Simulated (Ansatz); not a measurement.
# How fast states decay through Li2H2SeS, part 2 of 3

A new crystal, Li2H2SeS: structure, gap and complex bands. It is built by putting Se for part of the S in the LiHS structure of space group Ama2, with the volume rescaled by atomic radii. The parent structure comes from the Materials Project.

Ansatz 0.2.0; PBE DFT, plane waves, PAW files (the session's first sound run).

So far, gap on the k-mesh (eV): step 3 (band edges) 2.97.

The structure was built from a prototype and need not be the compound's stable phase.

## 4. Decaying states in the gap

This step: PBE DFT, plane waves, PAW files; complex bands by layer matching along the plane's normal (Ansatz 0.2.0).

The same crystal is laid in a cell whose first two vectors span the (010) plane (indices of the standard conventional cell, whose axes can be ordered otherwise than in the bulk input). At fixed energy and wavevector in the plane the solver finds all kz, real and complex. A few wavevectors are listed, (0, 0) and (0.5, 0) in units of the plane's reciprocal vectors; the slowest state needn't be among them.

input.yaml reads:

```yaml
crystal:
  lattice:
    - [3.989068167, 0.0, 0.0]
    - [-0.07353095, 4.155118889, 0.0]
    - [0.0, 0.0, 6.295708603]
  atoms:
    - { symbol: Li, position: [0.5033437611, 0.4985310616, 0.9921852326] }
    - { symbol: Li, position: [0.5033437611, 0.4985310616, 0.5078147674] }
    - { symbol: H, position: [0.1113392107, 0.9811145514, 0.25] }
    - { symbol: H, position: [0.9925941188, 0.1468917937, 0.75] }
    - { symbol: S, position: [0.0009252941, 0.47281476, 0.75] }
    - { symbol: Se, position: [0.4824538642, 0.9961167816, 0.25] }
kpoints:
  mp_grid: { grid: [6, 6, 4] }
scf:
  occupations: { method: fixed }
hamiltonian:
  xc: pbe
output:
  eigenvalues: true
  transmission:
    leads: [[0, 0]]
    kpoints: [[0.0, 0.0], [0.5, 0.0]]
    e_range: [-1.0, 3.97]
    de: 0.1
```

Command:

```sh
$ ansatz run input.yaml --threads 2 --pin off --max-ram 4096MiB --backend cpu --events-out ev --progress --plain --runs-dir out
```

Numbers of over 12 decimals in the logs are rounded to 6 here.

The program printed:

```text
[...]
Crystal: 6 atoms, lattice volume = 104.352 Å³
Basis set: ecut = 420 eV, 2051 PW (Γ)
Bands: 21, of which v1, the nominal top of the filled ones, is band 15 counted from 1 (14 counted from 0)
Symmetry: 2 space group operations
[...]
k-points: 60 of 144 (time reversal used)
[...]
SCF iter   1: F=—  HF=-6816.521322 eV  |F-HF|=—  |Δ(HF+E_count)|=         —  Δρ=9.52e-4  dr2=7.30e-4  ethr=1.77e-3  ⟨swp⟩=4.9  Hψ=5364  notcnv=0  defer=225
[...]
SCF iter   6: F=-6816.520862 eV  HF=-6816.520862 eV  |F-HF|=4.12e-9  |Δ(HF+E_count)|=   1.47e-7  Δρ=3.80e-6  dr2=2.51e-8  ethr=3.33e-10  ⟨swp⟩=7.1  Hψ=4783  notcnv=0
SCF 1 converged in 6 iterations: F = -6816.520862 eV  dr2 = 2.51e-8
[...]
transmission: 8 of 16 steps passed
transmission: 16 of 16 steps passed
SCF converged after 6 iterations
Free energy (F): -6816.520862 eV
[...]
Internal energy: -6816.520862 eV  (E = F + TS)
E sigma→0 (E₀):  -6816.520862 eV
Fermi energy:    1.519136 eV
[...]
--- Band table (eV; the first three rows and the last of 60) ---
  k-point 0: bands = [... 11 lower, -0.5611, 0.6810, 1.0561, 1.5191, 4.4938, 4.9866, 6.0843, 6.5659, ... 2 higher]
  k-point 1: bands = [... 11 lower, -0.3435, 0.6645, 1.0303, 1.0810, 4.6581, 5.1545, 6.2949, 6.6596, ... 2 higher]
  k-point 2: bands = [... 11 lower, 0.1605, 0.3702, 0.6543, 1.0293, 4.7395, 5.3109, 6.5627, 6.8581, ... 2 higher]
  k-point 59: bands = [... 11 lower, -0.6235, -0.2060, 0.2917, 0.6897, 6.8707, 7.1189, 8.6208, 8.9001, ... 2 higher]
--- Transmission ---
  basis      : 143 plane waves across, 8 finite elements along
  points     : 2, as listed
  energies   : 50 from -1.000000 to 3.900000 eV about the Fermi level, 0.100000 eV apart; the leads are filled to 1.487348 eV, and channels, transmission and decay are at 1.500000 eV
  crystal 0  : H2Se1Li2S1, at the sites [0, 0], period 6.2957 Å: whole cells are its period
    offset         : up to 0.0000 Å between an atom of the period and one for which it stands
    channels       : 0.000000e0 a spin
    conductance    : none, the energies end too early or step too widely for 300 K: set another output.transmission.e_range or a lower de, or, where they end at an eighth of basis.ecutwfc, a higher one
    slowest decay  : 0.2847 /Å at (0.0000, 0.0000)
```

Run time: 14 s. Hardware: 2 threads of Arm Neoverse V2, shared host; peak memory 0.47 GiB.

This step gave:

```
level to which the leads are filled                       : 1.487 eV from the Fermi level
decay constant at the filling level, zone centre          : 0.2847 Å⁻¹
decay constant at the filling level, slowest listed point : 0.2847 Å⁻¹
```

K parallel (0, 0); values up to 1.5 1/Å, a degenerate pair printed once or twice; energies at which all values exceed this have no row. Im kz of the slowest decaying states against energy, zero at the highest filled level on the SCF mesh:

```
energy (eV)  decay 1 (Å⁻¹)  decay 2 (Å⁻¹)  decay 3 (Å⁻¹)  decay 4 (Å⁻¹)
      -1.00          0.452          0.657          0.858           1.29
      -0.80          0.306          0.587          0.830           1.26
      -0.50          0.174          0.646          0.769           1.20
      -0.30          0.526          0.731           1.16              -
       0.00        0.00322          0.720          0.774           1.08
       0.20          0.144          0.729          0.871           1.00
       0.50          0.213          0.736          0.935              -
       0.70          0.240          0.737          0.928              -
       1.00          0.267          0.734          0.913              -
       1.20          0.277          0.730          0.900              -
       1.40          0.283          0.723          0.885           1.49
       1.70          0.284          0.711          0.859           1.47
       1.90          0.280          0.700          0.838           1.46
       2.20          0.264          0.656          0.707          0.802
       2.40          0.246          0.587          0.746          0.774
       2.70          0.196          0.505          0.724          0.771
       2.90          0.118          0.443          0.683          0.783
       3.20          0.306          0.593          0.797           1.36
       3.40          0.147          0.445          0.538          0.806
       3.70          0.437          0.538          0.818           1.32
       3.90          0.201          0.420          0.481          0.826
```

K parallel (0.5, 0); values up to 1.5 1/Å, a degenerate pair printed once or twice; energies at which all values exceed this have no row. Table of Im kz of the slowest decaying states by energy, zero at the highest filled level on the SCF mesh:

```
energy (eV)  decay 1 (Å⁻¹)  decay 2 (Å⁻¹)  decay 3 (Å⁻¹)  decay 4 (Å⁻¹)
      -1.00          0.250          0.263          0.891           1.15
      -0.80          0.175          0.334          0.828           1.15
      -0.60          0.385          0.746           1.15           1.18
      -0.40          0.419          0.614           1.14           1.16
      -0.20          0.187          0.447           1.14           1.14
       0.00          0.330          0.456          0.598           1.12
       0.20          0.388          0.467          0.685           1.09
       0.40          0.441          0.466          0.730           1.07
       0.60          0.473          0.757           1.04           1.11
       0.80          0.488          0.774           1.02           1.10
       1.00          0.500          0.784          0.995           1.09
       1.20          0.508          0.789          0.970           1.08
       1.40          0.515          0.791          0.944           1.07
       1.50          0.517          0.790          0.931           1.07
       1.70          0.520          0.788          0.905           1.06
       1.90          0.520          0.783          0.878           1.04
       2.10          0.519          0.777          0.850           1.03
       2.30          0.516          0.769          0.822           1.02
       2.50          0.510          0.760          0.792           1.01
       2.70          0.502          0.749          0.762          0.995
       2.90          0.465          0.519          0.730          0.737
       3.10          0.434          0.525          0.696          0.724
       3.30          0.399          0.525          0.660          0.709
       3.50          0.358          0.523          0.620          0.694
       3.70          0.301          0.519          0.576          0.677
       3.90          0.205          0.513          0.524          0.659
```

At the listed wavevectors the last open channel is at -0.10 eV and the next at +3.00 eV on the grid. At +1.50 eV, the grid energy nearest the filling level (the middle of the gap on the SCF mesh), the slowest state at the listed wavevectors decays with κ = 0.285 Å⁻¹, its amplitude falling by e over 3.5 Å. Through 1 nm of this crystal that state's transmission falls by exp(−2 × 0.285 Å⁻¹ × 10 Å) = 0.0034.

## 5. Decay over the two-dimensional zone

The listed points could miss the slowest state, so one energy near mid-gap is solved on a mesh of 8×8.

input.yaml: that of step 4 with these lines changed.

```diff
@@ -20,6 +20,2 @@
   eigenvalues: true
-  transmission:
-    leads: [[0, 0]]
-    kpoints: [[0.0, 0.0], [0.5, 0.0]]
-    e_range: [-1.0, 3.97]
-    de: 0.1
+  transmission: { leads: [[0, 0]], kmesh: [8, 8], e_range: [1.49, 1.5], de: 0.05 }
```

The program printed:

```text
[...]
Crystal: 6 atoms, lattice volume = 104.352 Å³
Basis set: ecut = 420 eV, 2051 PW (Γ)
Bands: 21, of which v1, the nominal top of the filled ones, is band 15 counted from 1 (14 counted from 0)
Symmetry: 2 space group operations
[...]
k-points: 60 of 144 (time reversal used)
[...]
SCF iter   1: F=—  HF=-6816.521322 eV  |F-HF|=—  |Δ(HF+E_count)|=         —  Δρ=9.52e-4  dr2=7.30e-4  ethr=1.77e-3  ⟨swp⟩=4.9  Hψ=5364  notcnv=0  defer=225
[...]
SCF iter   6: F=-6816.520862 eV  HF=-6816.520862 eV  |F-HF|=4.12e-9  |Δ(HF+E_count)|=   1.47e-7  Δρ=3.80e-6  dr2=2.51e-8  ethr=3.33e-10  ⟨swp⟩=7.1  Hψ=4783  notcnv=0
SCF 1 converged in 6 iterations: F = -6816.520862 eV  dr2 = 2.51e-8
[...]
transmission: 32 of 272 steps passed
transmission: 64 of 272 steps passed
[...]
transmission: 272 of 272 steps passed
SCF converged after 6 iterations
Free energy (F): -6816.520862 eV
[...]
Internal energy: -6816.520862 eV  (E = F + TS)
E sigma→0 (E₀):  -6816.520862 eV
Fermi energy:    1.519136 eV
[...]
--- Band table (eV; the first three rows and the last of 60) ---
  k-point 0: bands = [... 11 lower, -0.5611, 0.6810, 1.0561, 1.5191, 4.4938, 4.9866, 6.0843, 6.5659, ... 2 higher]
  k-point 1: bands = [... 11 lower, -0.3435, 0.6645, 1.0303, 1.0810, 4.6581, 5.1545, 6.2949, 6.6596, ... 2 higher]
  k-point 2: bands = [... 11 lower, 0.1605, 0.3702, 0.6543, 1.0293, 4.7395, 5.3109, 6.5627, 6.8581, ... 2 higher]
  k-point 59: bands = [... 11 lower, -0.6235, -0.2060, 0.2917, 0.6897, 6.8707, 7.1189, 8.6208, 8.9001, ... 2 higher]
--- Transmission ---
  basis      : 143 plane waves across, 8 finite elements along
  points     : 34, standing for a mesh of 8 x 8
  energies   : 1 from 1.490000 to 1.490000 eV about the Fermi level; the leads are filled to 1.487348 eV, and channels, transmission and decay are at 1.490000 eV
[...]
channels       : 0.000000e0 a spin
    conductance    : none, crystal 0 has no channel at the energies, or these end too early or step too widely for 300 K: set another output.transmission.e_range or a lower de, or, where they end at an eighth of basis.ecutwfc, a higher one
    slowest decay  : 0.2846 /Å at (0.0000, 0.0000)
```

The job ended after 21 s (2 threads; peak memory 0.5 GiB; 41 s of CPU time).

Numbers from this step:

```yaml
least_decay_constant_on_the_mesh: 0.2846 Å⁻¹
```

Slowest decay constant (1/Å; 0 where a channel is open) over k1 and k2. At 1.4900 eV from the Fermi level.

Ten even steps from '0' (0.285) to '9' (0.647):
```
55986895
98697989
99821399
66710176
99931289
99897968
55986895
45985895
```
Columns: k1 (b1) from -0.5 to 0.375; rows upwards: k2 (b2) from -0.5 to 0.375.

The least value on the mesh is 0.285 Å⁻¹ at +1.49 eV. At that energy the listed points give about 0.285 Å⁻¹ by interpolation, so the mesh holds no clearly slower state.

## 6. Band edges at another level, cutoff 1170.09 eV

This step: PBE DFT, plane waves, norm-conserving files (Ansatz 0.2.0).

The edges again with norm-conserving files, at the same atoms. Against that run the cutoff is 1170 eV against 420.

input.yaml reads:

```yaml
crystal:
  lattice:
    - [6.295708603, 0.0, 0.0]
    - [0.0, 2.9633231632, 2.9136121244]
    - [0.0, -2.8466288823, 2.7945247981]
  atoms:
    - { symbol: Li, position: [0.0078147674, 0.4985310616, 0.5033437611] }
    - { symbol: Li, position: [0.4921852326, 0.4985310616, 0.5033437611] }
    - { symbol: H, position: [0.75, 0.9811145514, 0.1113392107] }
    - { symbol: H, position: [0.25, 0.1468917937, 0.9925941188] }
    - { symbol: S, position: [0.25, 0.47281476, 1.0009252941] }
    - { symbol: Se, position: [0.75, 0.9961167816, 0.4824538642] }
kpoints:
  mp_grid: { grid: [4, 6, 6] }
  band_path: { path: [VBM, CBM], npoints: 30 }
scf:
  occupations: { method: fixed }
hamiltonian:
  xc: pbe
  pseudopotentials: { kind: nc }
output:
  eigenvalues: true
```

The program printed:

```text
[...]
Crystal: 6 atoms, lattice volume = 104.352 Å³
Basis set: ecut = 1170.089609 eV, 9465 PW (Γ)
Bands: 21, of which v1, the nominal top of the filled ones, is band 15 counted from 1 (14 counted from 0)
Symmetry: 2 space group operations
[...]
k-points: 60 of 144 (time reversal used)
[...]
SCF iter   1: F=—  HF=-4028.760629 eV  |F-HF|=—  |Δ(HF+E_count)|=         —  Δρ=4.10e-2  dr2=1.77e0  ethr=3.10e-3  ⟨swp⟩=5.8  Hψ=5847  notcnv=0  defer=218
[...]
SCF iter   8: F=-4028.170339 eV  HF=-4028.170339 eV  |F-HF|=2.58e-8  |Δ(HF+E_count)|=   5.16e-7  Δρ=2.99e-6  dr2=1.32e-8  ethr=3.33e-10  ⟨swp⟩=13.4  Hψ=7816  notcnv=0
SCF 1 converged in 8 iterations: F = -4028.170339 eV  dr2 = 1.32e-8
[...]
SCF converged after 8 iterations
Free energy (F): -4028.170339 eV
[...]
Internal energy: -4028.170339 eV  (E = F + TS)
E sigma→0 (E₀):  -4028.170339 eV
Fermi energy:    1.622910 eV
[...]
--- Band table (eV; the first three rows and the last of 60) ---
  k-point 0: bands = [... 11 lower, -0.4559, 0.7847, 1.1586, 1.6229, 4.5802, 5.0884, 6.1893, 6.6685, ... 2 higher]
  k-point 1: bands = [... 11 lower, -0.3371, 0.3020, 1.2150, 1.5073, 5.1828, 5.7957, 6.5794, 7.3587, ... 2 higher]
  k-point 2: bands = [... 11 lower, -0.4641, -0.0250, 1.1957, 1.3372, 5.6272, 6.6822, 8.1350, 8.7003, ... 2 higher]
  k-point 59: bands = [... 11 lower, -0.5184, -0.1022, 0.3961, 0.7934, 6.9724, 7.2238, 8.7243, 9.0049, ... 2 higher]
```

Elapsed: 73 s, on 2 threads; peak memory 0.71 GiB; 2.4 min of CPU time.

This step gave:

- free energy: -4028.1703 eV
- Fermi energy: 1.623 eV
- gap on the k-mesh: 2.957 eV
- gap on path: 2.957 eV, by band count; negative where bands overlap
- direct gap on path: 2.957 eV

Levels at VBM (eV): -3.63, -2.63, -2.08, -0.84, -0.46, 0.00, 2.96, 3.47, 4.57, 5.05, 7.35, 7.74.

The searched edges give 2.96 eV, as on the mesh.

(Continued in part 3 of 3.)

[Logs are printed without paths, hosts, clocks, repeated set-up lines and the standing remarks that a program may print on its own settings, such as how far it seeks lower states.]

[Hosts, paths, dates, database ids (printed as entryN), source tags and the programs' standing remarks are cut or masked in the printed files.]

[New means built here by substitution; the compound itself may be known and measured.]
